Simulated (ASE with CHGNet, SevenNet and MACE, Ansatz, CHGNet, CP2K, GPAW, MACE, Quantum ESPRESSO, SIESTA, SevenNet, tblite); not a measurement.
## Machine-learned potentials runs on H16C6Br2N2O (Pca2_1) (108 atoms)

Aim: run H16C6Br2N2O (Pca2_1) (108 atoms) in machine-learned potentials and see how near its forces come to a plane-wave reference, and at what cost.

Calculated with ASE with CHGNet, SevenNet and MACE; the method is named at each step.

### 1. The starting structure

The cell holds 108 atoms: 64 H, 24 C, 8 Br, 8 N and 4 O. Cell: a = 12.383 Å, b = 8.319 Å, c = 9.881 Å, α = 90.0°, β = 90.0°, γ = 90.0°. It derives from H16C6Br2N2O (Pca2_1), repeated 1×1×1. H16C6Br2N2O, space group Pca2_1, structure from the Crystallography Open Database, 1 x 1 x 1 conventional cells; every coordinate displaced by a Gaussian of 0.02 Å; bonds to H set to neutron lengths (C-H 1.089, N-H 1.015, O-H 0.983, B-H 1.19 Å) where the listed ones are shorter. Then every atom was moved at random, 0.03 Å r.m.s. a Cartesian component (hydrogen 0.6 of that).

The yardstick, on the same geometry:

| Quantity | Value |
| --- | --- |
| method | Kohn-Sham DFT, PBE, PAW, plane waves (Ansatz 0.2.0); cutoff 420 eV, Γ point, fermi-dirac smearing of 0.05 eV; PAW set soft_2 |
| r.m.s. force component | 1.288 eV/Å |
| longest force | 6.811 eV/Å |
| pressure | 3.153 GPa |
| gap (highest filled to lowest empty level) | 4.743 eV |
| SCF cycles | 9 |
| time | 9.1 s on 8 threads of Arm Neoverse V1, shared host |
| CPU time | 43 s |

### 2. CHGNet 0.3.0 potential

Method: machine-learned interatomic potential CHGNet 0.3.0, trained on PBE(+U) plane-wave data.

Contents of run.py:

```python
import numpy as np
from ase.io import read
import mlip  # loads the published weights by name

atoms = read("structure.xyz")
atoms.calc = mlip.calc("chgnet-0.3.0")
energy = atoms.get_potential_energy()
forces = atoms.get_forces()
print(f"energy {energy:.6f} eV")
print("forces (eV/A)")
for i, (a, f) in enumerate(zip(atoms, forces)):
    print(f"{i:4d} {a.symbol:2s} {f[0]:10.5f} {f[1]:10.5f} {f[2]:10.5f}")
stress = -atoms.get_stress(voigt=False) * 160.21766
print("stress (GPa, compression positive)")
for row in stress:
    print(" ".join(f"{x:10.4f}" for x in row))
```

Contents of structure.xyz:

```xyz
108
Lattice="12.38280 0.00000 0.00000 0.00000 8.31850 0.00000 0.00000 0.00000 9.88060" Properties=species:S:1:pos:R:3 pbc="T T T"
H 2.74205 6.14729 1.84797
H 9.70675 2.20124 6.81514
H 8.92812 2.24708 1.87208
H 3.47189 6.15927 6.83253
H 1.16869 5.66889 1.14753
H 11.23058 2.58622 6.04554
H 7.39488 2.68388 1.12530
H 4.93133 5.65916 6.09584
H 1.76046 3.97242 2.63792
H 10.63905 4.35174 7.63039
H 7.94109 4.33211 2.67349
H 4.43118 3.95969 7.69541
H 2.08564 5.14932 3.95431
H 10.31822 3.19231 8.90499
H 8.28446 3.23299 3.97348
H 4.06614 5.13925 8.93295
H 11.80997 5.28824 2.82931
H 0.49940 3.02053 7.81289
H 5.66501 2.98959 2.86014
H 6.75618 5.30279 7.82603
H 12.10877 3.90853 3.64298
H 0.25026 4.46429 8.56638
H 5.93223 4.43925 3.62262
H 6.40773 3.87559 8.53605
H 0.46745 5.34297 5.58728
H 11.90656 3.00564 0.63354
H 6.66405 2.98318 5.59943
H 5.70315 5.31993 0.64589
H 11.19232 5.01131 5.23958
H 1.24682 3.28556 0.31065
H 4.93120 3.30769 5.25431
H 7.39748 5.00890 0.29662
H 11.58089 7.26837 3.78881
H 0.82643 1.03025 8.76992
H 5.35729 1.04306 3.80759
H 7.01882 7.22628 8.70659
H 10.88782 7.20981 5.41971
H 1.51305 1.06984 0.43603
H 4.70398 1.10902 5.36428
H 7.71399 7.22395 0.45569
H 0.22945 0.56158 5.16993
H 12.16090 7.75342 0.18091
H 6.45181 7.70576 5.08288
H 5.99749 0.52997 0.19564
H 0.58335 7.76881 6.30086
H 11.77456 0.53721 1.37311
H 6.77624 0.57581 6.33722
H 5.61770 7.83553 1.37637
H 2.18569 6.70887 4.86936
H 10.15575 1.65289 9.79563
H 8.39938 1.64839 4.83458
H 3.97067 6.67601 9.78011
H 2.55395 0.04875 5.25016
H 9.81015 8.31592 0.33792
H 8.77730 8.23057 5.27832
H 3.63299 0.04076 0.34345
[... 48 atom lines left out ...]
O 1.10281 7.35988 2.41116
O 11.19975 0.99464 7.36599
O 7.29892 1.09621 2.40869
O 5.01479 7.28867 7.29287
```

Command:

```sh
$ OMP_NUM_THREADS=1 python run.py > output.txt
```

What it wrote:

```text
CHGNet v0.3.0 initialized with 412,525 parameters
CHGNet will run on cpu
energy -572.835632 eV
forces (eV/A)
   0 H    -0.16987   -0.07402   -0.08410
   1 H    -0.37219    0.43118   -0.36237
   2 H     1.42073   -0.38626   -0.16386
   3 H    -1.91932   -0.30204   -0.39014
   4 H    -0.77501    0.00025   -1.39173
   5 H     1.31443    0.36406   -2.19076
   6 H     0.17722   -0.63136    0.44431
   7 H     1.23933   -0.59740   -2.17458
   8 H    -0.02576    0.14029    0.15944
   9 H     0.16371    0.20150   -0.14862
  10 H     0.00525    0.93117   -0.34434
  11 H    -0.59002   -1.84480   -0.74282
  12 H     0.13250   -0.32327    0.01194
  13 H     0.18995    0.19723   -0.52270
  14 H     0.00988    0.24119    0.04268
  15 H    -0.14066   -0.24584    0.34370
  16 H    -0.35751   -0.18754   -0.38696
  17 H     1.82143   -0.48311   -1.78527
  18 H    -0.96478   -0.03086   -0.70188
  19 H     0.05100   -0.61328   -0.45012
  20 H    -0.55505   -2.71630   -0.05969
  21 H     0.37768    0.53516   -0.02743
  22 H    -0.43614    0.89107    0.00755
  23 H     1.35999   -4.56416    0.16052
[...]
100 N    -2.02701   -0.40796   -0.34739
 101 N    -0.65582   -3.79229    0.01271
 102 N     0.70205   -2.32082   -3.43354
 103 N     0.02221    0.41986    4.62184
 104 O    -0.55296   -1.87192   -1.12390
 105 O     2.32264    0.84428   -1.47102
 106 O     0.14206   -1.82751    0.52155
 107 O     1.54706   -0.09487    0.19985
stress (GPa, compression positive)
    2.0171     0.5632    -0.2005
    0.5632     2.7525     0.1058
   -0.2005     0.1058     2.3783
```

Run time: 6.8 s. Hardware: 1 thread of Arm Neoverse V1, shared host; peak memory 2.4 GiB.

Banners, paths, timers and routine set-up lines are dropped from the logs unmarked, and long logs keep their key lines alone; longer cuts are marked.

Against the reference:

- r.m.s. force component: 1.197 eV/Å
- r.m.s. difference of force components: 184.4 meV/Å
- longest difference of force vectors: 1639 meV/Å
- force difference over r.m.s. force: 14.32 %
- slope of forces against the reference's: 0.9212
- correlation of force components: 0.9917
- pressure: 2.383 GPa
- pressure difference: -0.7708 GPa

Length of the force difference by element (eV/Å):

```tsv
element	atoms	mean	most
Br	8	0.082	0.16
C	24	0.38	0.96
H	64	0.14	0.44
N	8	0.26	0.42
O	4	0.88	1.6
```

Local excerpt of 9 atoms (numbers count through the whole input) about N100, which bears the longest force; x, y, z are measured from there.

```tsv
atom	x	y	z	distance (Å)	bonds	Fx	Fy	Fz (eV/Å)
N100	0.00	0.00	0.00	0.00	4	-2.58	6.05	-0.99
H24	0.24	-0.92	0.00	0.95	1	1.36	-4.56	0.16
H20	0.59	0.51	-0.71	1.06	1	0.05	-0.61	-0.45
C76	0.34	0.69	1.27	1.48	4	-1.14	-0.28	1.27
C72	-1.50	0.11	-0.47	1.57	4	1.80	2.42	0.42
H32	1.23	0.22	1.64	2.06	1	0.76	-0.29	0.23
H12	-1.74	-0.83	-0.85	2.11	1	-0.59	-1.84	-0.74
H28	-0.47	0.53	1.99	2.11	1	-0.16	-0.47	0.22
H16	-2.10	0.35	0.39	2.17	1	-0.14	-0.25	0.34
```

Atoms are counted from 1 here, from 0 in the log.

Forces lie 14 % from the reference's, at 0.11 times its CPU time (on 1 against 8 cores).

### 3. SevenNet l3i5 potential

Method: machine-learned interatomic potential SevenNet l3i5, trained on PBE(+U) plane-wave data.

Edit run.py of step 2 so:

```diff
@@ -5,3 +5,3 @@
 atoms = read("structure.xyz")
-atoms.calc = mlip.calc("chgnet-0.3.0")
+atoms.calc = mlip.calc("7net-l3i5")
 energy = atoms.get_potential_energy()
```

structure.xyz is that of step 2.

What it wrote:

```text
energy -562.316223 eV
forces (eV/A)
   0 H    -0.17685   -0.15264   -0.00602
   1 H    -0.39749    0.58158   -0.35785
   2 H     1.36896   -0.23910   -0.05516
   3 H    -1.95060   -0.39693   -0.28927
   4 H    -0.79124    0.23025   -1.45345
   5 H     1.38217    0.20389   -2.30943
   6 H     0.28613   -0.79041    0.43380
   7 H     1.23675   -0.48308   -2.30023
   8 H    -0.02856    0.10285    0.24656
   9 H     0.19397    0.27421   -0.06336
  10 H    -0.01382    0.98529   -0.30328
  11 H    -0.64471   -1.85302   -0.67994
  12 H     0.09602   -0.41586   -0.03622
  13 H     0.22681    0.22824   -0.60476
  14 H     0.01403    0.27190    0.04603
  15 H    -0.17540   -0.31260    0.29441
  16 H    -0.44781   -0.24756   -0.44861
  17 H     1.89143   -0.41603   -1.80772
  18 H    -1.10324    0.01826   -0.70916
  19 H     0.20645   -0.65679   -0.56036
  20 H    -0.51892   -2.59635   -0.02222
  21 H     0.46050    0.53121    0.06957
  22 H    -0.46177    0.85964    0.04295
  23 H     1.39306   -4.46476    0.23698
[...]
100 N    -2.06687   -0.36466   -0.21719
 101 N    -0.64656   -3.88268    0.02836
 102 N     0.73018   -2.21454   -3.57107
 103 N     0.03319    0.13328    4.89707
 104 O    -0.94693   -2.52650   -1.97952
 105 O     3.48182    1.55480   -2.60935
 106 O     0.16954   -2.31846    0.51176
 107 O     1.71421   -0.17962   -0.13694
stress (GPa, compression positive)
    2.6324     0.8036    -0.1670
    0.8036     3.7352     0.0339
   -0.1670     0.0339     3.1821
```

Elapsed: 14 s, on 1 thread; peak memory 2.2 GiB.

Against the reference:

```yaml
r_m_s_force_component: 1.266 eV/Å
r_m_s_difference_of_force_components: 102.6 meV/Å
longest_difference_of_force_vectors: 565.9 meV/Å
force_difference_over_r_m_s_force: 7.965 %
slope_of_forces_against_the_reference_s: 0.9795
correlation_of_force_components: 0.9969
pressure: 3.183 GPa
pressure_difference: 0.0298 GPa
```

Against the first run (14 %), the force difference from the reference is 8.0 %, at 2.5 times the CPU time.

### 4. MACE MPA-0 medium potential

Method: machine-learned interatomic potential MACE MPA-0 medium, trained on PBE(+U) plane-wave data.

Edit run.py of step 3 so:

```diff
@@ -5,3 +5,3 @@
 atoms = read("structure.xyz")
-atoms.calc = mlip.calc("7net-l3i5")
+atoms.calc = mlip.calc("mace-mpa-0-medium")
 energy = atoms.get_potential_energy()
```

structure.xyz is that of step 3.

What it wrote:

```text
energy -561.170026 eV
forces (eV/A)
   0 H    -0.16528   -0.09587   -0.08745
   1 H    -0.43099    0.35830   -0.38175
   2 H     1.35319   -0.26864   -0.11072
   3 H    -1.97297   -0.27799   -0.31403
   4 H    -0.77725    0.15617   -1.49298
   5 H     1.39847    0.29584   -2.26144
   6 H     0.25592   -0.67413    0.35413
   7 H     1.27159   -0.59521   -2.28163
   8 H     0.01552    0.16080    0.21328
   9 H     0.13841    0.18296   -0.14392
  10 H     0.05394    0.88682   -0.34224
  11 H    -0.71636   -1.78300   -0.72836
  12 H     0.06704   -0.38139    0.00136
  13 H     0.27583    0.21432   -0.57110
  14 H    -0.04187    0.23992    0.04413
  15 H    -0.10034   -0.29624    0.32187
  16 H    -0.41528   -0.29910   -0.33729
  17 H     1.93715   -0.40182   -1.70363
  18 H    -1.07496    0.06836   -0.66016
  19 H     0.16470   -0.68315   -0.42022
  20 H    -0.50653   -2.65084   -0.09087
  21 H     0.42149    0.58057   -0.01198
  22 H    -0.47055    0.95144    0.00863
  23 H     1.40257   -4.53260    0.20037
[...]
100 N    -2.16160   -0.29511   -0.19324
 101 N    -0.83424   -3.99372    0.14022
 102 N     0.78272   -2.31201   -3.35195
 103 N    -0.01940    0.43301    4.81053
 104 O    -0.65155   -2.42120   -1.60807
 105 O     2.96098    1.42302   -2.25546
 106 O     0.17239   -2.31618    0.71379
 107 O     1.43849    0.01603    0.14650
stress (GPa, compression positive)
    4.5017     0.7804    -0.1597
    0.7804     4.8974    -0.0385
   -0.1597    -0.0385     4.8139
```

Run time: 8.6 s. Hardware: 1 thread; peak memory 1.4 GiB.

Compared with the plane-wave run:

- r.m.s. force component: 1.247 eV/Å
- r.m.s. difference of force components: 98.62 meV/Å
- longest difference of force vectors: 540.1 meV/Å
- force difference over r.m.s. force: 7.656 %
- slope of forces against the reference's: 0.9659
- correlation of force components: 0.9975
- pressure: 4.738 GPa
- pressure difference: 1.584 GPa

Against the first run (14 %), the force difference from the reference is 7.7 %, at 1.8 times the CPU time.

### 5. Side by side

Differences are against the plane-wave reference, forces as r.m.s. over components; share is that over the reference's r.m.s. force, slope the least-squares factor from reference forces to these. Total energies of different programs have different zeros and aren't compared.

```tsv
run	Δ force, r.m.s. (meV/Å)	share (%)	slope	Δ pressure (GPa)	cores	CPU time	memory (GiB)
reference	-	-	-	-	8	43 s	1.2
CHGNet 0.3.0 potential	184	14.3	0.921	-0.771	1	4.7 s	2.4
SevenNet l3i5 potential	103	7.96	0.980	0.0298	1	12 s	2.2
MACE MPA-0 medium potential	98.6	7.66	0.966	1.58	1	8.5 s	1.4
```

Times of the machine-learned potentials are mostly Python's start and the loading of weights.

CPU time is summed over cores on a shared host, where runs went side by side, so it is rough. Symmetry, cutoffs, thresholds, outputs and thread counts weren't matched or tuned between programs; memory under MPI is the largest rank's times the ranks.

### 6. Results

```yaml
nearest_in_forces: MACE MPA-0 medium potential, 7.7 %
its_cpu_time: 8.5 s
```

In words: Machine-learned potentials differ by 7.7 % (MACE MPA-0 medium potential) to 14 % (CHGNet 0.3.0 potential); they were trained on other programs' data. Machine-learned potentials mimic data converged in k, so the reference's own k-point error enters their differences. The reference's PBE has no dispersion term, which matters for the binding between molecules or layers. The published positions, changed by the recipe (random displacements or longer bonds to H), lie far from the minimum at this level of theory. The reference's pressure of 3.2 GPa belongs to a cell and atoms that aren't relaxed at this level. The electronic-structure runs sample only Γ, in a cell whose shortest periodic width is 8 Å.

[Also dropped from logs without a mark: logging warnings of Python, and SIESTA's first energy breakdown and zero terms.]

[Logs are printed without paths, hosts, clocks, repeated set-up lines and the standing remarks that a program may print on its own settings, such as how far it seeks lower states.]

[Hosts, paths, dates, database ids (printed as entryN), source tags and the programs' standing remarks are cut or masked in the printed files.]
